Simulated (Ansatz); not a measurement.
**C(111), H replaced by OH in a 2x2 cell: modes of surface species**

Aim: bond lengths and vibrational modes of species bound on C(111), H replaced by OH in a 2x2 cell.

Calculated with Ansatz 0.2.0; DFT PBE, scalar-relativistic, plane waves, PAW; PAW set soft_1.

### 1. The bulk crystal behind the slab

Symmetry: Fd-3m, No. 227, cubic system. The conventional cell has a = 3.570 Å, b = 3.570 Å, c = 3.570 Å, α = 90.00°, β = 90.00°, γ = 90.00°. C has 4 C at 1.55 Å nearest.

### 2. Relaxation of the host

The host crystal is relaxed at the same level, and its volume sets the scale of the cells that follow.

Input file input.yaml:

```yaml
crystal:
  lattice:
    - [0.0, 1.785, 1.785]
    - [1.785, 0.0, 1.785]
    - [1.785, 1.785, 0.0]
  atoms:
    - { symbol: C, position: [0.0, 0.0, 0.0] }
    - { symbol: C, position: [0.25, 0.25, 0.25] }
kpoints:
  mp_grid: { grid: [14, 14, 14] }
hamiltonian:
  xc: pbe
  pseudopotentials: { kind: paw, azcp: { folder: soft_1 } }
scf:
  occupations: { method: gaussian, width: 0.02 }
output:
  forces: true
  stress: true
  eigenvalues: true
relax:
  adjacent_minimum: "off"
  f_tol: 0.002
  max_steps: 60
  cell: { stress_tol: 0.02 }
```

Started as:

```sh
$ ansatz run input.yaml --threads 8 --pin off --max-ram 20480MiB --backend cpu --events-out ev --progress --plain --runs-dir out
```

Numbers of over 12 decimals in the logs are rounded to 6 here.

Log:

```text
The last accepted step is kept in <dir> (removed where the run ends without a failure and the disk answers)
Engine: ansatz 0.2.0, aarch64-unknown-linux-gnu
Pseudopotentials: kind: paw
Pseudopotential: C, paw, valence charge 4, recommended cutoff 420 eV (normal), soft_1/C.paw.azcp
Functional definition: PBE
  parameter kappa = 0.804
  parameter beta = 0.066725
  exchange = pbe_x(kappa = kappa, mu = beta*pi^2/3)
[...]
--- Relaxed structure (3 steps of the walk, 3 accepted, 1 SCFs on fresh bases) ---
  F+E_penalty+E_count = -501.61476185 eV   max|allowed force component| = 9.252e-17 eV/Å   (the final SCF, on the basis selected at the relaxed cell)
  cell:  # Å, volume = 11.3901 Å³
    - [0, 1.785801, 1.785801]
    - [1.785801, 0, 1.785801]
    - [1.785801, 1.785801, 0]
  atoms:
    - { symbol: C, position: [0, 0, 0] }
    - { symbol: C, position: [0.25, 0.25, 0.25] }
[key lines of the parts left out:]
SCF converged after 7 iterations
Free energy (F): -501.614762 eV
Fermi energy:    15.337452 eV
P = ⅓ Tr σ = 0.0098 GPa (0.098 kbar)
```

Elapsed: 1.3 s, on 8 threads of Arm Neoverse N1, shared host; peak memory 0.26 GiB; 6.4 s of CPU time.

Little changed from the start: no atom moved by 0.005 Å and no cell edge by 0.1 %.

Numbers from this step:

| Item | Value |
| --- | --- |
| pressure | 0.009776 GPa |
| gap on the k-mesh | 4.128 eV |
| volume per atom | 5.695 Å³ |

The forces vanish by symmetry.

### 3. Relaxation in the fixed cell: 2 OH and 2 H

The slab carries 2 OH and 2 H. Its plane takes the lattice constant of the bulk relaxed at this level. The lowest layers and the H atoms that close the back face are held, and the other atoms relax. The program lengthens the typed cell of 22.5 Å along the normal to 38.9 Å, as its cut-off of the electrostatics needs, and moves no atom.

System of this step: 2 OH and 2 H on C(111), H replaced by OH in a 2x2 cell. The cell holds 34 atoms: 24 C, 8 H and 2 O. Cell: a = 5.051 Å, b = 5.051 Å, c = 38.862 Å, α = 90.0°, β = 90.0°, γ = 120.0°. Vacuum lies along c.

Input file input.yaml:

```yaml
crystal:
  lattice:
    - [5.0510051567, 0.0, 0.0]
    - [-2.5255025783, 4.3743016845, 0.0]
    - [0.0, 0.0, 22.5376771703]
  atoms:
    - { symbol: C, position: [0.0, 0.0, 0.381755] }
    - { symbol: C, position: [1.0, 0.5, 0.381755] }
    - { symbol: C, position: [0.5, 0.0, 0.381755] }
    - { symbol: C, position: [0.5, 0.5, 0.381755] }
    - { symbol: C, position: [0.166667, 0.333333, 0.404628] }
    - { symbol: C, position: [0.166667, 0.833333, 0.404628] }
    - { symbol: C, position: [0.666667, 0.333333, 0.404628] }
    - { symbol: C, position: [0.666667, 0.833333, 0.404628] }
    - { symbol: C, position: [0.166667, 0.333333, 0.473249] }
    - { symbol: C, position: [0.166667, 0.833333, 0.473249] }
    - { symbol: C, position: [0.666667, 0.333333, 0.473249] }
    - { symbol: C, position: [0.666667, 0.833333, 0.473249] }
    - { symbol: C, position: [0.333333, 0.166667, 0.496122] }
    - { symbol: C, position: [0.333333, 0.666667, 0.496122] }
    - { symbol: C, position: [0.833333, 0.166667, 0.496122] }
    - { symbol: C, position: [0.833333, 0.666667, 0.496122] }
    - { symbol: C, position: [0.333333, 0.166667, 0.564743] }
    - { symbol: C, position: [0.333333, 0.666667, 0.564743] }
    - { symbol: C, position: [0.833333, 0.166667, 0.564743] }
    - { symbol: C, position: [0.833333, 0.666667, 0.564743] }
    - { symbol: C, position: [0.0, 0.0, 0.587616] }
    - { symbol: C, position: [1.0, 0.5, 0.587616] }
    - { symbol: C, position: [0.5, 0.0, 0.587616] }
    - { symbol: C, position: [0.5, 0.5, 0.587616] }
    - { symbol: H, position: [0.0, 0.0, 0.332925] }
    - { symbol: H, position: [1.0, 0.5, 0.332925] }
    - { symbol: H, position: [0.5, 0.0, 0.332925] }
    - { symbol: H, position: [0.5, 0.5, 0.332925] }
    - { symbol: O, position: [0.0, 0.0, 0.649319] }
    - { symbol: H, position: [0.174301, 0.0, 0.667075] }
    - { symbol: O, position: [1.0, 0.5, 0.649319] }
    - { symbol: H, position: [0.174301, 0.5, 0.667075] }
    - { symbol: H, position: [0.5, 0.0, 0.63467] }
    - { symbol: H, position: [0.5, 0.5, 0.63467] }
  periodic: [true, true, false]
kpoints:
  mp_grid: { grid: [4, 4, 1] }
hamiltonian:
  xc: pbe
  pseudopotentials: { kind: paw, azcp: { folder: soft_1 } }
scf:
  occupations: { method: gaussian, width: 0.03 }
output:
  forces: true
  eigenvalues: true
relax:
  adjacent_minimum: "off"
  f_tol: 0.003
  max_steps: 120
  constraints: [{ sites: [0, 1, 2, 3, 4, 5, 6, 7, 24, 25, 26, 27] }]
```

Log:

```text
Warning: crystal.periodic: the lattice vector that does not repeat stood 0.000° off the slab's normal, 22.538 Å along it as the deck builds it. The run solves the slab on a vector along the normal, 38.862 Å long, with every atom where it was (on the deck's vector they left 15.01 Å outside them, and the widest stretch free of ions among them is 1.55 Å). A fractional position that the run reports is one of the run's ce [...]
[...]
crystal.periodic: the lattice vector that does not repeat stood 0.000° off the slab's normal, 22.538 Å along it as the deck builds it. The run solves the slab on a vector along the normal, 38.862 Å long, with every atom where it was (on the deck's vector they left 15.01 Å outside them, and the widest stretch free of ions among them is 1.55 Å). A fractional position that the run reports is one of the run's cell, which [...]
[...]
Crystal: 34 atoms, lattice volume = 858.640 Å³
Basis set: ecut = 420 eV, 16935 PW (Γ), exchange–correlation on 72×72×540 points (8 copies of the dense FFT grid, shifted against one another)
Bands: 92, of which v1, the nominal top of the filled ones, is band 58 counted from 1 (57 counted from 0)
Symmetry: 2 space group operations
[...]
k-points: 10 of 16 (time reversal used)
[...]
SCF iter   1: F=—  HF=-7293.416073 eV  |F-HF|=—  |Δ(HF+E_count)|=         —  Δρ=6.93e-2  dr2=3.56e1  ethr=3.10e-3  ⟨swp⟩=11.6  Hψ=6926  notcnv=0  defer=160
[...]
SCF iter  12: F=-7281.226309 eV  HF=-7281.226309 eV  |F-HF|=3.75e-10  |Δ(HF+E_count)|=   1.36e-8  Δρ=4.21e-7  dr2=1.12e-9  ethr=1.21e-11  ⟨swp⟩=4.1  Hψ=3492  notcnv=0
SCF 1 converged in 12 iterations: F = -7281.226309 eV  dr2 = 1.12e-9
[...]
relax step   1: F+E_penalty+E_count = -7281.22630917 eV  Δ(F+E_penalty+E_count) = +0.000e0 eV  max|allowed force component| = 2.066e0 eV/Å  Δτ_max = 0.0000 Å  (12 SCF iters, dr2 threshold 2.25e-7 eV, accepted)
[...]
SCF iter   6: F=-7281.591336 eV  HF=-7281.591336 eV  |F-HF|=4.42e-7  |Δ(HF+E_count)|=   3.89e-6  Δρ=2.86e-5  dr2=7.43e-6  ethr=8.62e-8  ⟨swp⟩=25.6  Hψ=8596  notcnv=0
SCF 2 converged in 6 iterations: F = -7281.591336 eV  dr2 = 7.43e-6
[...]
relax step   2: F+E_penalty+E_count = -7281.59133567 eV  Δ(F+E_penalty+E_count) = -3.650e-1 eV  max|allowed force component| = 1.102e0 eV/Å  Δτ_max = 0.1940 Å  (6 SCF iters, dr2 threshold 1.00e-4 eV, accepted)
SCF iter   1: F=—  HF=-7281.859933 eV  |F-HF|=—  |Δ(HF+E_count)|=         —  Δρ=6.04e-3  dr2=1.12e-1  ethr=1.48e-3  ⟨swp⟩=5.3  Hψ=2476  notcnv=0  defer=197
[...]
SCF iter   5: F=-7281.856626 eV  HF=-7281.856641 eV  |F-HF|=1.54e-5  |Δ(HF+E_count)|=   2.05e-5  Δρ=8.69e-5  dr2=5.99e-5  ethr=6.54e-8  ⟨swp⟩=25.7  Hψ=9154  notcnv=0
SCF 3 converged in 5 iterations: F = -7281.856626 eV  dr2 = 5.99e-5
relax step   3: F+E_penalty+E_count = -7281.85662582 eV  Δ(F+E_penalty+E_count) = -2.653e-1 eV  max|allowed force component| = 1.412e0 eV/Å  Δτ_max = 0.1932 Å  (5 SCF iters, dr2 threshold 7.59e-5 eV, accepted)
[...]
relax step   4: F+E_penalty+E_count = -7282.06729395 eV  Δ(F+E_penalty+E_count) = -2.107e-1 eV  max|allowed force component| = 9.368e-1 eV/Å  Δτ_max = 0.1949 Å  (5 SCF iters, dr2 threshold 1.00e-4 eV, accepted)
[...]
relax step   5: F+E_penalty+E_count = -7282.15786252 eV  Δ(F+E_penalty+E_count) = -9.057e-2 eV  max|allowed force component| = 4.234e-1 eV/Å  Δτ_max = 0.1944 Å  (5 SCF iters, dr2 threshold 1.00e-4 eV, accepted)
[...]
relax step   6: F+E_penalty+E_count = -7282.18022925 eV  Δ(F+E_penalty+E_count) = -2.237e-2 eV  max|allowed force component| = 9.943e-2 eV/Å  Δτ_max = 0.0952 Å  (6 SCF iters, dr2 threshold 3.66e-5 eV, accepted)
[...]
relax step   7: F+E_penalty+E_count = -7282.17816892 eV  Δ(F+E_penalty+E_count) = +2.060e-3 eV  max|allowed force component| = 1.839e-1 eV/Å  Δτ_max = 0.0343 Å  (8 SCF iters, dr2 threshold 6.18e-7 eV, rejected (line search))
[...]
relax step   8: F+E_penalty+E_count = -7282.18297615 eV  Δ(F+E_penalty+E_count) = -2.747e-3 eV  max|allowed force component| = 7.369e-3 eV/Å  Δτ_max = 0.0164 Å  (9 SCF iters, dr2 threshold 1.00e-7 eV, accepted)
[...]
relax step   9: F+E_penalty+E_count = -7282.18294018 eV  Δ(F+E_penalty+E_count) = +3.597e-5 eV  max|allowed force component| = 3.006e-2 eV/Å  Δτ_max = 0.0022 Å  (8 SCF iters, rejected (line search))
SCF iter   1: F=—  HF=-7282.183210 eV  |F-HF|=—  |Δ(HF+E_count)|=         —  Δρ=7.78e-5  dr2=2.22e-5  ethr=2.91e-7  ⟨swp⟩=3.0  Hψ=1954  notcnv=0  defer=1
[...]
SCF iter   8: F=-7282.182986 eV  HF=-7282.182986 eV  |F-HF|=4.07e-10  |Δ(HF+E_count)|=  1.95e-10  Δρ=4.13e-8  dr2=9.93e-12  ethr=1.00e-12  ⟨swp⟩=3.9  Hψ=2965  notcnv=0
SCF 10 converged in 8 iterations: F = -7282.182986 eV  dr2 = 9.93e-12
relax step  10: F+E_penalty+E_count = -7282.18298632 eV  Δ(F+E_penalty+E_count) = -1.017e-5 eV  max|allowed force component| = 1.833e-3 eV/Å  Δτ_max = 0.0011 Å  (8 SCF iters, accepted)
SCF converged after 8 iterations
Free energy (F): -7282.182986 eV
[...]
Internal energy: -7282.182986 eV  (E = F + TS)
E sigma→0 (E₀):  -7282.182986 eV
Fermi energy:    -2.729793 eV
[...]
--- Forces (eV/Å), atoms counted from 1 ---
  atom   1  C      0.00161358     0.00089076     1.03946139
  atom   2  C      0.00161358     0.00089076     1.03946139
  atom   3  C     -0.00081949    -0.00084074     1.06631999
  atom   4  C     -0.00081949    -0.00084074     1.06631999
  atom   5  C     -0.01704248    -0.01077405    -0.92166364
  atom   6  C     -0.01704248    -0.01077405    -0.92166364
  atom   7  C      0.01590876     0.01064206    -0.84988671
  atom   8  C      0.01590876     0.01064206    -0.84988671
  atom   9  C      0.00022251     0.00016830     0.00005525
  atom  10  C      0.00022251     0.00016830     0.00005525
  atom  11  C     -0.00017185    -0.00011380     0.00014725
  atom  12  C     -0.00017185    -0.00011380     0.00014725
  atom  13  C     -0.00020189    -0.00051575    -0.00031198
  atom  14  C     -0.00020189    -0.00051575    -0.00031198
  atom  15  C      0.00016570     0.00001489    -0.00028877
  atom  16  C      0.00016570     0.00001489    -0.00028877
  atom  17  C     -0.00010918    -0.00015183     0.00093446
  atom  18  C     -0.00010918    -0.00015183     0.00093446
  atom  19  C      0.00077167     0.00053014     0.00099321
  atom  20  C      0.00077167     0.00053014     0.00099321
  atom  21  C     -0.00183253    -0.00119379     0.00025809
  atom  22  C     -0.00183253    -0.00119379     0.00025809
  atom  23  C      0.00099442     0.00075623    -0.00005356
  atom  24  C      0.00099442     0.00075623    -0.00005356
  atom  25  H     -0.00101352    -0.00068185    -0.16829707
  atom  26  H     -0.00101352    -0.00068185    -0.16829707
  atom  27  H      0.00132936     0.00085454    -0.16597622
  atom  28  H      0.00132936     0.00085454    -0.16597622
  atom  29  O      0.00035141     0.00017921    -0.00140259
  atom  30  H     -0.00019500     0.00018670    -0.00010831
  atom  31  O      0.00035141     0.00017921    -0.00140259
  atom  32  H     -0.00019500     0.00018670    -0.00010831
  atom  33  H      0.00003108     0.00005042    -0.00018494
  atom  34  H      0.00003108     0.00005042    -0.00018494
  max |Σ_I F_I| component: 8.26e-6 eV/Å
--- Band table (eV; the first three rows and the last of 10) ---
  k-point 0: bands = [... 54 lower, -5.1536, -5.1285, -4.1608, -4.1453, -1.3143 (-1.3144°), -0.3233, -0.1993, 0.7350, ... 30 higher]
  k-point 1: bands = [... 54 lower, -5.8520, -5.7573, -5.4816, -4.6973, -0.9417 (-0.9418°), 0.1362, 0.2689, 1.0063, ... 30 higher]
  k-point 2: bands = [... 54 lower, -6.1683, -6.1683, -5.6998, -5.6998, 0.1022 (0.1022°), 0.1022 (0.1022°), 1.2785 (1.2779°), 1.2785 (1.2779°), ... 30 higher]
  k-point 9: bands = [... 54 lower, -6.1465, -6.1465, -5.6898, -5.6898, 0.1024 (0.1024°), 0.1024 (0.1024°), 1.2816 (1.2810°), 1.2816 (1.2810°), ... 30 higher]
  ° read free of the cell's end (the report's vacuum.weakly_bound_levels)
--- Relaxed structure (10 steps of the walk, 8 accepted, 0 SCFs on fresh bases) ---
  F+E_penalty+E_count = -7282.18298632 eV   max|allowed force component| = 1.833e-3 eV/Å
  cell:  # Å, volume = 858.6396 Å³
    - [5.0510051567, 0.0, 0.0]
    - [-2.5255025783, 4.3743016845, 0.0]
    - [0.0, -0.0, 38.861930]
  atoms:
    - { symbol: C, position: [0.0, 0.0, 0.221396] }
    - { symbol: C, position: [1.0, 0.5, 0.221396] }
    - { symbol: C, position: [0.500000, 0.0, 0.221396] }
    - { symbol: C, position: [0.5, 0.5, 0.221396] }
    - { symbol: C, position: [0.166667, 0.333333, 0.234661] }
    - { symbol: C, position: [0.166667, 0.833333, 0.234661] }
    - { symbol: C, position: [0.666667, 0.333333, 0.234661] }
    - { symbol: C, position: [0.666667, 0.833333, 0.234661] }
    - { symbol: C, position: [0.166688, 0.333337, 0.274380] }
    - { symbol: C, position: [0.166688, 0.833337, 0.274380] }
    - { symbol: C, position: [0.666630, 0.333336, 0.274487] }
    - { symbol: C, position: [0.666630, 0.833336, 0.274487] }
    - { symbol: C, position: [0.332592, 0.166276, 0.287649] }
    - { symbol: C, position: [0.332592, 0.666276, 0.287649] }
    - { symbol: C, position: [0.834001, 0.167056, 0.287719] }
    - { symbol: C, position: [0.834001, 0.667056, 0.287719] }
    - { symbol: C, position: [0.333627, 0.166781, 0.327485] }
    - { symbol: C, position: [0.333627, 0.666781, 0.327485] }
    - { symbol: C, position: [0.831962, 0.166011, 0.327694] }
    - { symbol: C, position: [0.831962, 0.666011, 0.327694] }
    - { symbol: C, position: [-0.000336313, -4.951200103732155e-5, 0.340686] }
    - { symbol: C, position: [0.999664, 0.499950, 0.340686] }
    - { symbol: C, position: [0.498670, -0.000696927, 0.340210] }
    - { symbol: C, position: [0.498670, 0.499303, 0.340210] }
    - { symbol: H, position: [0.0, 0.0, 0.193077] }
    - { symbol: H, position: [1.0, 0.5, 0.193077] }
    - { symbol: H, position: [0.500000, 0.0, 0.193077] }
    - { symbol: H, position: [0.5, 0.5, 0.193077] }
    - { symbol: O, position: [-0.00465528, 0.00827913, 0.377788] }
    - { symbol: H, position: [0.010040, -0.169138, 0.386349] }
    - { symbol: O, position: [0.995345, 0.508279, 0.377788] }
    - { symbol: H, position: [0.010040, 0.330862, 0.386349] }
    - { symbol: H, position: [0.498306, -0.00154286, 0.368440] }
    - { symbol: H, position: [0.498306, 0.498457, 0.368440] }
```

Elapsed: 4.3 min, on 8 threads; peak memory 2.8 GiB.

Step by step:

```
step  energy less that of the first step (eV)  largest force component (eV/Å)
   1                                   0.0000                          2.0664
   2                                  -0.3650                          1.1021
   3                                  -0.6303                          1.4119
   4                                  -0.8410                          0.9368
   5                                  -0.9316                          0.4234
   6                                  -0.9539                          0.0994
   7                                  -0.9519                          0.1839
   8                                  -0.9567                          0.0074
   9                                  -0.9566                          0.0301
  10                                  -0.9567                          0.0018
```

Relaxation steps 7, 9 were tried and not accepted.

The run keeps the 2 symmetry operations that it works with, so distortions that break them were not tested.

The atoms that moved most (Å):

```
atom      dx      dy      dz  length
 H30  -0.403  -0.740  -0.020   0.843
 H32  -0.403  -0.740  -0.020   0.843
 O29  -0.044   0.036   0.047   0.074
 O31  -0.044   0.036   0.047   0.074
 C23  -0.005  -0.003  -0.022   0.023
 C24  -0.005  -0.003  -0.022   0.023
 H33  -0.005  -0.007   0.014   0.016
 H34  -0.005  -0.007   0.014   0.016
```

Final coordinates:

```cif
data_structure
_symmetry_space_group_name_H-M 'P 1'
_symmetry_Int_Tables_number 1
_cell_length_a 5.0510
_cell_length_b 5.0510
_cell_length_c 38.8619
_cell_angle_alpha 90.000
_cell_angle_beta 90.000
_cell_angle_gamma 120.000
_cell_volume 858.64
loop_
_atom_site_label
_atom_site_type_symbol
_atom_site_fract_x
_atom_site_fract_y
_atom_site_fract_z
_atom_site_occupancy
C1 C 0.00000 0.00000 0.22140 1
C2 C 0.00000 0.50000 0.22140 1
C3 C 0.50000 0.00000 0.22140 1
C4 C 0.50000 0.50000 0.22140 1
C5 C 0.16667 0.33333 0.23466 1
C6 C 0.16667 0.83333 0.23466 1
C7 C 0.66667 0.33333 0.23466 1
C8 C 0.66667 0.83333 0.23466 1
C9 C 0.16669 0.33334 0.27438 1
C10 C 0.16669 0.83334 0.27438 1
C11 C 0.66663 0.33334 0.27449 1
C12 C 0.66663 0.83334 0.27449 1
C13 C 0.33259 0.16628 0.28765 1
C14 C 0.33259 0.66628 0.28765 1
C15 C 0.83400 0.16706 0.28772 1
C16 C 0.83400 0.66706 0.28772 1
C17 C 0.33363 0.16678 0.32749 1
C18 C 0.33363 0.66678 0.32749 1
C19 C 0.83196 0.16601 0.32769 1
C20 C 0.83196 0.66601 0.32769 1
C21 C 0.99966 0.99995 0.34069 1
C22 C 0.99966 0.49995 0.34069 1
C23 C 0.49867 0.99930 0.34021 1
C24 C 0.49867 0.49930 0.34021 1
H25 H 0.00000 0.00000 0.19308 1
H26 H 0.00000 0.50000 0.19308 1
H27 H 0.50000 0.00000 0.19308 1
H28 H 0.50000 0.50000 0.19308 1
O29 O 0.99534 0.00828 0.37779 1
H30 H 0.01004 0.83086 0.38635 1
O31 O 0.99534 0.50828 0.37779 1
H32 H 0.01004 0.33086 0.38635 1
H33 H 0.49831 0.99846 0.36844 1
H34 H 0.49831 0.49846 0.36844 1
```

A gap read on the k-mesh alone can miss the band edges.

Numbers from this step:

```yaml
gap_on_the_k_mesh: 2.831 eV
```

The largest force component left on a free atom is 1.8 meV/Å.

[end of part 1 of 3]

[Logs are printed without paths, hosts, clocks, repeated set-up lines and the standing remarks that a program may print on its own settings, such as how far it seeks lower states.]

[Hosts, paths, dates, database ids (printed as entryN), source tags and the programs' standing remarks are cut or masked in the printed files.]
